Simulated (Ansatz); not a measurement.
**What NbTlSe3 (model cell, started as cubic perovskite with Nb in the octahedra) distorts into**

Wanted: the energy along a soft mode of NbTlSe3 (model cell, started as cubic perovskite with Nb in the octahedra) and the structure at the end.

Calculated with Ansatz 0.2.0; DFT PBEsol, scalar-relativistic, plane waves, PAW; PAW set soft_1.

The structure was built from a prototype and need not be the compound's stable phase.

## Step 1: The starting structure

The structure is cubic, space group Pm-3m (No. 221). Conventional cell: a = 5.037 Å, b = 5.037 Å, c = 5.037 Å, α = 90.00°, β = 90.00°, γ = 90.00°. Nearest to Tl lie 12 Se at 3.56 Å. Nearest to Nb lie 6 Se at 2.52 Å. Nearest to Se lie 2 Nb at 2.52 Å. Farther neighbours and most contacts between anions are not listed.

## Step 2: The dispersion

The cell comes from relaxations at this level that are not shown. Stability and thermal properties need the whole zone. Linear response on a 2×2×2 q mesh gives force constants as far as a supercell of that size would.

File input.yaml:

```yaml
crystal:
  lattice:
    - [5.0370892205, 0.0, 0.0]
    - [0.0, 5.0370892205, 0.0]
    - [0.0, 0.0, 5.0370892205]
  atoms:
    - { symbol: Tl, position: [0.0, 0.0, 0.0] }
    - { symbol: Nb, position: [0.5, 0.5, 0.5] }
    - { symbol: Se, position: [0.5, 0.5, 0.0] }
    - { symbol: Se, position: [0.5, 0.0, 0.5] }
    - { symbol: Se, position: [0.0, 0.5, 0.5] }
kpoints:
  mp_grid: { grid: [8, 8, 8] }
hamiltonian:
  xc: pbesol
  pseudopotentials: { kind: paw, azcp: { folder: soft_1 }, xc_functional: pbe }
scf:
  occupations: { method: methfessel_paxton, width: 0.2 }
output:
  eigenvalues: true
phonons:
  method: dfpt
  qmesh: [2, 2, 2]
  temperatures: { t_max: 1000, t_step: 50 }
  qpath:
    path:
      - [[0.0, 0.0, 0.0], [0.0, 0.5, 0.0], [0.5, 0.5, 0.0], [0.0, 0.0, 0.0], [0.5, 0.5, 0.5], [0.0, 0.5, 0.0]]
      - [[0.5, 0.5, 0.5], [0.5, 0.5, 0.0]]
    npoints: 10
```

Run with:

```console
ansatz run input.yaml --threads 4 --pin off --max-ram 16384MiB --backend cpu --events-out ev --progress --plain --runs-dir out
```

Numbers of over 12 decimals in the logs are rounded to 6 here.

The program printed:

```text
Engine: ansatz 0.2.0, aarch64-unknown-linux-gnu
Pseudopotentials: kind: paw
Pseudopotential: Tl, paw, valence charge 13, recommended cutoff 420 eV (normal), soft_1/Tl.paw.azcp
Pseudopotential: Nb, paw, valence charge 13, recommended cutoff 420 eV (normal), soft_1/Nb.paw.azcp
Pseudopotential: Se, paw, valence charge 16, recommended cutoff 420 eV (normal), soft_1/Se.paw.azcp
Functional definition: PBEsol
  exchange = pbesol_x
  correlation = pbesol_c
Crystal: 5 atoms, lattice volume = 127.802 Å³
Basis set: ecut = 420 eV, 2517 PW (Γ), exchange–correlation on 72×72×72 points (8 copies of the dense FFT grid, shifted against one another)
Bands: 45, of which v1, the nominal top of the filled ones, is band 37 counted from 1 (36 counted from 0)
Symmetry: 48 space group operations
k-points: 35 of 512
Non-local potential: Tl, projectors of the file, l = 0: 2, l = 1: 2, l = 2: 2, l = 3: 1
Non-local potential: Nb, projectors of the file, l = 0: 3, l = 1: 2, l = 2: 2, l = 3: 1
Non-local potential: Se, projectors of the file, l = 0: 2, l = 1: 2, l = 2: 3, l = 3: 1
PAW form: soft (Blöchl's): semilocal exchange-correlation on the pseudo side does not see the compensation charge
PAW frozen core: Tl, regenerated for the run's functional, and the local potential with it (the file was generated under x = pbe(κ = 0.804, μ = 0.219515), c = pbe(β = 0.066725))
PAW frozen core: Nb, regenerated for the run's functional, and the local potential with it (the file was generated under x = pbe(κ = 0.804, μ = 0.219515), c = pbe(β = 0.066725))
PAW frozen core: Se, regenerated for the run's functional, and the local potential with it (the file was generated under x = pbe(κ = 0.804, μ = 0.219515), c = pbe(β = 0.066725))
PAW one-centre angular grid: Tl, 590 points (default); XC on 64 Gauss nodes
PAW one-centre angular grid: Nb, 590 points (default); XC on 64 Gauss nodes
PAW one-centre angular grid: Se, 590 points (default); XC on 64 Gauss nodes
Initial density: superposition of atomic densities (chi_scale 0.1, normalization cell, long waves kept (reshape's long-wave potential 0.01 eV rms))
Initial wavefunctions: pseudopotential atomic-orbital guess
Functional: x = pbesol(κ = 0.804, μ = 0.123457), c = pbesol(β = 0.046)
SCF iter   1: F=—  HF=-32068.781948 eV  |F-HF|=—  |Δ(HF+E_count)|=         —  Δρ=3.90e-2  dr2=2.01e0  ethr=3.10e-3  ⟨swp⟩=6.3  Hψ=5559  notcnv=0
preconditioner: auto → Kerker (q_TF=auto, 2.491 Å⁻¹)  [metal: Δε(μ)=0.025 eV  Ē_g=10.020 eV  σ=0.200 eV  W_gap=0.10  n_scr=26 (ndim 8)  ℏωp=19.7 eV  f_vac=0.005  D(μ)=4.83/eV (n_scr^D=32)]
SCF iter   2: F=—  HF=-32068.223288 eV  |F-HF|=—  |Δ(HF+E_count)|=   5.59e-1  S|Δr|=    0.00e0  Δρ=2.27e-2  dr2=7.13e-1  ethr=2.71e-3  ⟨swp⟩=2.0  Hψ=2083  notcnv=0  defer=51
SCF iter   3: F=—  HF=-32067.941959 eV  |F-HF|=—  |Δ(HF+E_count)|=   2.81e-1  S|Δr|=    0.00e0  Δρ=4.37e-3  dr2=4.59e-2  ethr=9.64e-4  ⟨swp⟩=2.1  Hψ=2283  notcnv=0  defer=51
SCF iter   4: F=—  HF=-32067.930147 eV  |F-HF|=—  |Δ(HF+E_count)|=   1.18e-2  S|Δr|=    0.00e0  Δρ=1.98e-3  dr2=1.18e-2  ethr=6.20e-5  ⟨swp⟩=2.0  Hψ=3103  notcnv=0  defer=50
SCF iter   5: F=—  HF=-32067.927453 eV  |F-HF|=—  |Δ(HF+E_count)|=   2.69e-3  S|Δr|=    0.00e0  Δρ=8.48e-4  dr2=2.11e-3  ethr=1.59e-5  ⟨swp⟩=2.7  Hψ=2798  notcnv=0  defer=50
SCF iter   6: F=—  HF=-32067.926989 eV  |F-HF|=—  |Δ(HF+E_count)|=   4.63e-4  S|Δr|=    0.00e0  Δρ=2.86e-4  dr2=2.54e-4  ethr=2.86e-6  ⟨swp⟩=2.0  Hψ=1845  notcnv=0  defer=50
SCF iter   7: F=—  HF=-32067.926961 eV  |F-HF|=—  |Δ(HF+E_count)|=   2.84e-5  S|Δr|=    0.00e0  Δρ=7.45e-5  dr2=8.54e-6  ethr=3.43e-7  ⟨swp⟩=2.0  Hψ=2045  notcnv=0  defer=50
SCF iter   8: F=—  HF=-32067.926962 eV  |F-HF|=—  |Δ(HF+E_count)|=   1.37e-6  S|Δr|=    0.00e0  Δρ=1.75e-5  dr2=5.04e-7  ethr=1.15e-8  ⟨swp⟩=2.1  Hψ=2208  notcnv=0  defer=50
SCF iter   9: F=—  HF=-32067.926956 eV  |F-HF|=—  |Δ(HF+E_count)|=   6.79e-6  S|Δr|=    0.00e0  Δρ=4.69e-6  dr2=7.80e-8  ethr=6.81e-10  ⟨swp⟩=2.1  Hψ=2759  notcnv=0  defer=50
SCF iter  10: F=—  HF=-32067.926956 eV  |F-HF|=—  |Δ(HF+E_count)|=   9.60e-9  S|Δr|=    0.00e0  Δρ=1.77e-6  dr2=8.51e-9  ethr=1.05e-10  ⟨swp⟩=2.0  Hψ=2785  notcnv=0  defer=50
SCF iter  11: F=—  HF=-32067.926956 eV  |F-HF|=—  |Δ(HF+E_count)|=   1.57e-9  S|Δr|=    0.00e0  Δρ=7.53e-7  dr2=1.35e-9  ethr=1.15e-11  ⟨swp⟩=2.0  Hψ=2777  notcnv=0  defer=50
SCF iter  12: F=—  HF=-32067.926956 eV  |F-HF|=—  |Δ(HF+E_count)|=  4.33e-10  S|Δr|=    0.00e0  Δρ=2.21e-7  dr2=7.53e-11  ethr=1.83e-12  ⟨swp⟩=2.0  Hψ=2159  notcnv=0  defer=50
SCF iter  13: F=-32067.926956 eV  HF=-32067.926956 eV  |F-HF|=7.28e-12  |Δ(HF+E_count)|=  7.28e-11  S|Δr|=    0.00e0  Δρ=4.23e-8  dr2=2.34e-12  ethr=1.00e-12  ⟨swp⟩=11.1  Hψ=7881  notcnv=0
the search or the solves at the SCF's close seem to have found levels that the self-consistency loop had missed (the run counts 1). By its estimate they hold under 1e-12 electrons; where the run keeps them, the occupations were computed again with them
SCF 1 converged in 13 iterations: F = -32067.926956 eV  dr2 = 2.34e-12
  greatest PAW one-centre occupation: 1.000 electrons in one spin orbital (limit 2), on the Se atom at site 4 (counted from 0), in its partial waves of l = 2
Initial density: read from a saved state, or passed on in memory by an earlier SCF of this step, an earlier step, the calling program or the single point that the run made first
iter 1 solved again at ethr=1.73e-7 eV; its pass at ethr=3.10e-3 eV (dr2=1.28e-4 eV) is discarded
SCF iter   1: F=—  HF=-32067.926954 eV  |F-HF|=—  |Δ(HF+E_count)|=         —  Δρ=5.88e-7  dr2=6.56e-10  ethr=1.73e-7  ⟨swp⟩=3.0  Hψ=9434  notcnv=0
eigensolver tolerance schedule: the retry pair's looser diagonalisation over-reported the residual by 194591.51 of it (diagonalisation noise at an unbounded share of the residual, at the tolerance the schedule requests for it); recorded, not acted on — ethr = c·dr2/N_el stays at c = 1.0e-1
preconditioner: auto → LDOS  [metal: Δε(μ)=0.030 eV  Ē_g=9.531 eV  σ=0.200 eV  W_gap=0.13  n_scr=26 (ndim 8)  ℏωp=19.7 eV  f_vac=0.021  D(μ)=4.60/eV (n_scr^D=32)  β→1.0]
SCF iter   2: F=—  HF=-32067.926956 eV  |F-HF|=—  |Δ(HF+E_count)|=   1.24e-6  S|Δr|=    0.00e0  Δρ=7.46e-7  dr2=1.18e-9  ethr=1.00e-12  ⟨swp⟩=4.0  Hψ=4401  notcnv=0
SCF iter   3: F=—  HF=-32067.926956 eV  |F-HF|=—  |Δ(HF+E_count)|=  3.71e-10  S|Δr|=    0.00e0  Δρ=3.35e-7  dr2=1.97e-10  ethr=1.00e-12  ⟨swp⟩=2.0  Hψ=2813  notcnv=0
SCF iter   4: F=—  HF=-32067.926956 eV  |F-HF|=—  |Δ(HF+E_count)|=  7.28e-12  S|Δr|=    0.00e0  Δρ=2.38e-7  dr2=1.06e-10  ethr=1.00e-12  ⟨swp⟩=1.0  Hψ=1575  notcnv=0
SCF iter   5: F=—  HF=-32067.926956 eV  |F-HF|=—  |Δ(HF+E_count)|=  2.18e-11  S|Δr|=    0.00e0  Δρ=1.35e-7  dr2=3.38e-11  ethr=1.00e-12  ⟨swp⟩=1.0  Hψ=1575  notcnv=0
SCF iter   6: F=-32067.926956 eV  HF=-32067.926956 eV  |F-HF|=1.46e-11  |Δ(HF+E_count)|=    0.00e0  S|Δr|=    0.00e0  Δρ=1.47e-8  dr2=2.67e-13  ethr=1.00e-12  ⟨swp⟩=2.1  Hψ=4581  notcnv=0
SCF 2 converged in 6 iterations: F = -32067.926956 eV  dr2 = 2.67e-13
phonons: the bands overlap, so this run is a metal and interpolates without the dipole-dipole term. If the crystal is really an insulator or semiconductor, its LO-TO splitting is missing
NSCF: frozen V_eff on 35 k-points
NSCF: frozen V_eff on 125 k-points
DFPT response loops at q = (0, 0, 0) (fractional): preconditioner auto → Kerker (q_TF=auto, 2.491 Å⁻¹) (partly filled bands, converged f_vac=0.021); β = 1.00, the filter's whole step (`scf.mixing.beta` (0.50) is not read by the response loops under this deck's `scf.mixing.preconditioner`; to damp them name `kerker` or `kerker_dos`, under which they read `scf.mixing.beta`, and type it under 1.00, their step now; both keys bind the ground state too); Broyden in place of MSR1
NSCF: frozen V_eff on 250 k-points
DFPT response loops at q = (0, 0, -0.5) (fractional): mixed as the last ones told, above
NSCF: frozen V_eff on 250 k-points
DFPT response loops at q = (0, -0.5, -0.5) (fractional): mixed as the last ones told, above
NSCF: frozen V_eff on 250 k-points
DFPT response loops at q = (-0.5, -0.5, -0.5) (fractional): mixed as the last ones told, above
SCF converged after 13 iterations
Stability not checked: this state was not tested for a lower state beside it, because cold or Methfessel-Paxton smearing, or corrected tetrahedra, fill the levels in a way that the test cannot read (fill_not_monotonic; see scf.lower_state_search)
Free energy (F): -32067.926956 eV
Harris-Foulkes:  -32067.926956 eV  (|F-HF|=7.28e-12)
Internal energy: -32067.905491 eV  (E = F + TS)
E sigma→0 (E₀):  -32067.921589 eV
Entropy (-TS):   -0.021465 eV (-4.293 meV/atom)
Fermi energy:    8.911529 eV
--- Per-component energies (eV) ---
  E_band       = -1309.972349
  E_kinetic    = 969.820329
  E_local      = -10103.440759  (includes V_loc(G=0)·N_el)
  E_nonlocal   = -645.304871
  E_hartree    = 4994.069372
  E_xc         = -602.637440
  E_vxc        = -593.928069  (∫ρ·V_xc dr)
  E_paw        = -19321.637243  (= ΣΔE_a)
  E_vpaw       = -925.256556  (= ΣTr[D̂ρ^β])
  E_aug_tail   = -0.001122  (compensation charges beyond the density's cutoff)
  E_ewald      = -7362.026155
  E_core_change = 3.252398  (= ΣΔE_core)
  E_smearing   = -0.021465  (= −TS)
  E_closure    = 0.000000  (closes the sum)
  Σ components = -32067.926956   (vs F -32067.926956, Δ=0.00e0)
--- Band table (eV; the first three rows and the last of 35) ---
  k-point 0: bands = [... 33 lower, 7.6814, 8.0776, 8.0776, 8.0776, 8.2799, 8.2799, 8.2799, 10.0511, ... 4 higher]
  k-point 1: bands = [... 33 lower, 7.6142, 7.7763, 8.0812, 8.0913, 8.0913, 8.8553, 8.8553, 10.0541, ... 4 higher]
  k-point 2: bands = [... 33 lower, 7.4630, 7.5398, 8.0901, 8.1531, 8.1531, 9.6234, 9.6234, 10.0601, ... 4 higher]
  k-point 34: bands = [... 33 lower, 4.3535, 9.1568, 9.1568, 9.1568, 10.2762, 10.2762, 10.2762, 14.6874, ... 4 higher]
--- Phonons (Γ-DFPT): 4 representative perturbations + reference (Σ response iterations 12) ---
  ASR residual: 7.536e-5 → 0.000e0 eV/Å²; symmetrization residual: 6.099e-5 eV/Å²
  ASR residual per site (eV/Å²): 4.57e-5 1.43e-5 7.54e-5 7.54e-5 7.54e-5
  Γ frequencies (cm⁻¹): 0.00 0.00 0.00 12.93 12.93 12.93 60.27 60.27 60.27 63.69 63.69 63.69 225.66 225.66 225.66
--- Phonons (arbitrary-q DFPT): 4 irreducible q on the 2×2×2 mesh ---
  q = [0.0000, 0.0000, 0.0000] (star 1, of the zone-centre solve; hermiticity 1.12e-5, symmetrization 6.48e-12): -0.00 0.00 0.00 12.93 12.93 12.93 60.27 60.27 60.27 63.69 63.69 63.69 225.66 225.66 225.66
  q = [0.0000, 0.0000, -0.5000] (star 3, 9 solved perturbations in 975 linear systems a pass and spin channel, the states on 125 of 512 k-point pairs; hermiticity 2.74e-6, symmetrization 3.35e-12): -10.45 -10.45 13.41 13.41 20.31 55.54 55.54 67.93 84.00 84.13 84.13 185.21 221.73 221.73 245.14
  q = [0.0000, -0.5000, -0.5000] (star 3, 9 solved perturbations in 975 linear systems a pass and spin channel, the states on 125 of 512 k-point pairs; hermiticity 4.75e-6, symmetrization 1.20e-12): -56.97 -42.43 8.08 8.08 17.00 62.43 75.20 75.20 80.75 80.75 122.57 183.35 183.35 215.68 264.90
  q = [-0.5000, -0.5000, -0.5000] (star 1, 4 solved perturbations in 350 linear systems a pass and spin channel, the states on 125 of 512 k-point pairs; hermiticity 5.48e-6, symmetrization 2.77e-12): -130.99 -130.99 -54.98 -54.98 -54.98 14.39 14.39 14.39 118.30 118.30 118.30 182.15 182.15 182.15 283.20
  sum rule: each row above includes the acoustic sum rule's correction from the zone centre's row sums; it moved no ω² by more than (0.51 cm⁻¹)²
  mesh force constants: q→R imaginary residual 4.30e-18; ASR residual 7.536e-5 → 0.000e0 eV/Å²; symmetrization residual 7.105e-15 eV/Å²
  interpolated dispersion: 62 rows × 15 modes
  density of states and harmonic sums: on the 12×12×12 q-mesh, interpolated from the force constants of a 2×2×2 supercell (no non-analytic term)
  largest difference from the sums on the solved wave vectors: F 1.38e-1 eV, S 1.88e-4 and C_V 5.20e-5 eV/K
  zero-point energy: 0.082517 eV/cell   skipped modes (ω ≤ 0): 169, of them read as no rigid motion or as one in doubt: 166 (1.917e0 modes/cell left out, lowest -130.99 cm⁻¹)   left out of the sums: 1.28e-1 of the cell's modes: C_V's classical limit lies that fraction below 3 k_B per atom; for a crystal, a wire or a layer, F and S can be off by more, and a phonons.interpolated_qmesh denser along its periods is the remedy for the sampling
```

Wall time 8.1 min (4 threads of Arm Neoverse V1, shared host); peak memory 2 GiB; 32 min of CPU time.

The column dr2 measures how far the density is from self-consistency, as an energy; F and HF (Harris–Foulkes) agree once it is small.

This step gave:

- volume per atom: 25.56 Å³
- gap on the k-mesh: 0 eV
- sum-rule residual before enforcement: 7.54e-5 eV/Å²
- lowest frequency on the path: -131.0 cm⁻¹
- point group: m-3m
- highest frequency on the path or at a solved wavevector: 284.2 cm⁻¹
- highest optical mode at the zone centre (no LO-TO term): 225.7 cm⁻¹
- lowest optical zone-centre mode: 12.93 cm⁻¹
- lowest mode on the q mesh (acoustic modes at Γ apart): -131.0 cm⁻¹

Frequencies (cm⁻¹) solved at each irreducible wavevector; negative means imaginary. Frequencies by wavevector, by row:

```csv
q in reciprocal lattice units,star,mode 1,mode 2,mode 3,mode 4,mode 13,mode 14,mode 15
0 0 0,1,0,0,0,12.9,225.7,225.7,225.7
0 0 -0.5,3,-10.4,-10.4,13.4,13.4,221.7,221.7,245.1
0 -0.5 -0.5,3,-57,-42.4,8.1,8.1,183.3,215.7,264.9
-0.5 -0.5 -0.5,1,-131,-131,-55,-55,182.2,182.2,283.2
```

Interpolated from a 2×2×2 q mesh. Phonon branches along the path, in cm⁻¹:

```csv
point,branch 1,branch 2,branch 3,branch 4,branch 12,branch 13,branch 14,branch 15
Γ,0,0,0,13,64,226,226,226
halfway,11,11,16,18,135,224,224,236
X,-10,-10,13,13,185,222,222,245
halfway,-29,-19,-4,12,173,184,219,262
M,-57,-42,8,8,183,183,216,265
halfway,-13,-6,13,14,136,197,221,255
Γ,0,0,0,13,64,226,226,226
halfway,-21,-21,6,18,136,187,187,273
R,-131,-131,-55,-55,182,182,182,283
halfway,-25,-24,-13,7,154,178,184,280
X,-10,-10,13,13,185,222,222,245
jump to R,-131,-131,-55,-55,182,182,182,283
halfway,-81,-56,-15,-15,158,183,183,283
M,-57,-42,8,8,183,183,216,265
```

Symmetry leaves 4 wavevectors to solve. The lowest mode among them, the acoustic zeros apart, lies at q = (-0.5, -0.5, -0.5) and is imaginary, 131.0i cm⁻¹, so the energy falls along it.

## Step 3: The mode frozen in, largest atomic shift 0 Å

The mode followed lies at q = (-0.5, -0.5, -0.5) with frequency 131.0i cm⁻¹ and is 2-fold degenerate, the softest among the wavevectors solved. At small amplitude the distorted cell has space group no. 140 by a symmetry search on the positions. The undistorted cell that holds it gives the zero of energy on the same k mesh.

System of this step: NbTlSe3 (model cell, started as cubic perovskite with Nb in the octahedra). The structure is cubic, space group Pm-3m (No. 221). The conventional cell has a = 5.037 Å, b = 5.037 Å, c = 5.037 Å, α = 90.00°, β = 90.00°, γ = 90.00°. Nearest to Tl lie 12 Se at 3.56 Å. Nearest to Nb lie 6 Se at 2.52 Å. Se has 2 Nb at 2.52 Å nearest. Farther neighbours and most contacts between anions are not listed.

input.yaml, the sections that differ from step 2:

```yaml
crystal:
  lattice:
    - [5.0370892205, 5.0370892205, 0.0]
    - [5.0370892205, 0.0, 5.0370892205]
    - [5.0370892205, 0.0, -5.0370892205]
  atoms:
    - { symbol: Tl, position: [0.0, 0.0, 0.0] }
    - { symbol: Tl, position: [0.0, 0.5, 0.5] }
    - { symbol: Nb, position: [0.5, 0.25, 0.75] }
    - { symbol: Nb, position: [0.5, 0.75, 0.25] }
    - { symbol: Se, position: [0.5, 0.0, 0.0] }
    - { symbol: Se, position: [0.5, 0.5, 0.5] }
    - { symbol: Se, position: [0.0, 0.5, 0.0] }
    - { symbol: Se, position: [0.0, 0.0, 0.5] }
    - { symbol: Se, position: [0.5, 0.0, 0.5] }
    - { symbol: Se, position: [0.5, 0.5, 0.0] }
output:
  forces: true
  stress: true
  eigenvalues: true
# kpoints, hamiltonian, scf: as in step 2
# phonons: removed
```

The program printed:

```text
[...]
Crystal: 10 atoms, lattice volume = 255.605 Å³
Basis set: ecut = 420 eV, 5029 PW (Γ), exchange–correlation on 96×96×96 points (8 copies of the dense FFT grid, shifted against one another)
Bands: 89, of which v1, the nominal top of the filled ones, is band 74 counted from 1 (73 counted from 0)
Symmetry: 96 space group operations
[...]
k-points: 29 of 512
[...]
k-point 0: bands = [... 70 lower, 8.0796, 8.2792, 8.2792, 8.2792, 9.1546, 9.1546, 9.1546, 10.0530, ... 11 higher]
  k-point 1: bands = [... 70 lower, 8.0334, 8.5303, 8.5303, 8.6394, 9.0302, 9.0302, 9.0796, 10.1862, ... 11 higher]
  k-point 2: bands = [... 70 lower, 7.8516, 8.7054, 8.7054, 8.8781, 9.0092, 9.0092, 9.1242, 9.9757, ... 11 higher]
  k-point 28: bands = [... 70 lower, 7.3102, 7.3102, 8.3616, 8.3616, 9.7402, 9.7402, 10.5036, 10.5036, ... 11 higher]
[key lines of the parts left out:]
SCF converged after 10 iterations
Free energy (F): -64135.905839 eV
Fermi energy:    8.905370 eV
P = ⅓ Tr σ = -0.0869 GPa (-0.869 kbar)
```

Run time: 13 s. Hardware: 4 threads; peak memory 1.1 GiB; 51 s of CPU time.

Numbers from this step:

* pressure: -0.08689 GPa
* energy from the undistorted cell: 0 meV/atom

The run ends at a pressure of -0.09 GPa.

## Step 4: The mode frozen in, largest atomic shift 0.04 Å

The atoms are moved along the unstable eigenvector, the largest shift by 0.04 Å, with the cell fixed.

input.yaml, the sections that differ from step 3:

```yaml
crystal:
  lattice:
    - [5.0370892205, 5.0370892205, 0.0]
    - [5.0370892205, 0.0, 5.0370892205]
    - [5.0370892205, 0.0, -5.0370892205]
  atoms:
    - { symbol: Tl, position: [0.0, 0.0, 0.0] }
    - { symbol: Tl, position: [0.0, 0.5, 0.5] }
    - { symbol: Nb, position: [0.5, 0.25, 0.75] }
    - { symbol: Nb, position: [0.5, 0.75, 0.25] }
    - { symbol: Se, position: [0.5, 0.0, 0.0] }
    - { symbol: Se, position: [0.5, 0.5, 0.5] }
    - { symbol: Se, position: [-0.0079410942, 0.5039705471, 0.0039705471] }
    - { symbol: Se, position: [0.0079410942, -0.0039705471, 0.4960294529] }
    - { symbol: Se, position: [0.5, 0.0039705471, 0.5039705471] }
    - { symbol: Se, position: [0.5, 0.4960294529, -0.0039705471] }
# kpoints, hamiltonian, scf, output: as in step 3
```

The program printed:

```text
[...]
Crystal: 10 atoms, lattice volume = 255.605 Å³
Basis set: ecut = 420 eV, 5029 PW (Γ), exchange–correlation on 96×96×96 points (8 copies of the dense FFT grid, shifted against one another)
Bands: 89, of which v1, the nominal top of the filled ones, is band 74 counted from 1 (73 counted from 0)
Symmetry: 16 space group operations
[...]
k-points: 59 of 512
[...]
k-point 0: bands = [... 70 lower, 8.0735, 8.2830, 8.2830, 8.2834, 9.1667, 9.1667, 9.1883, 10.0489, ... 11 higher]
  k-point 1: bands = [... 70 lower, 8.0364, 8.4983, 8.5201, 8.6229, 9.0479, 9.0658, 9.1113, 10.1880, ... 11 higher]
  k-point 2: bands = [... 70 lower, 7.8506, 8.6667, 8.6919, 8.8351, 9.0297, 9.0747, 9.1533, 9.9785, ... 11 higher]
  k-point 58: bands = [... 70 lower, 7.3095, 7.3095, 8.3648, 8.3648, 9.7438, 9.7438, 10.5081, 10.5081, ... 11 higher]
[key lines of the parts left out:]
SCF converged after 10 iterations
Free energy (F): -64135.908497 eV
Fermi energy:    8.911114 eV
P = ⅓ Tr σ = 0.0199 GPa (0.199 kbar)
```

It took 25 s on 4 threads; peak memory 1.4 GiB; 100 s of CPU time.

This step gave:

| Item | Value |
| --- | --- |
| pressure | 0.01990 GPa |
| gap on the k-mesh | 0.01907 eV |
| energy from the undistorted cell | -0.648 meV/atom |

The energy, extrapolated to zero smearing, is -0.65 meV/atom against the undistorted cell.

The run ends at a pressure of 0.02 GPa, with forces up to 0.0056 eV/Å.

(Continued in part 2 of 2.)

[Logs are printed without paths, hosts, clocks, repeated set-up lines and the standing remarks that a program may print on its own settings, such as how far it seeks lower states.]

[Hosts, paths, dates, database ids (printed as entryN), source tags and the programs' standing remarks are cut or masked in the printed files.]
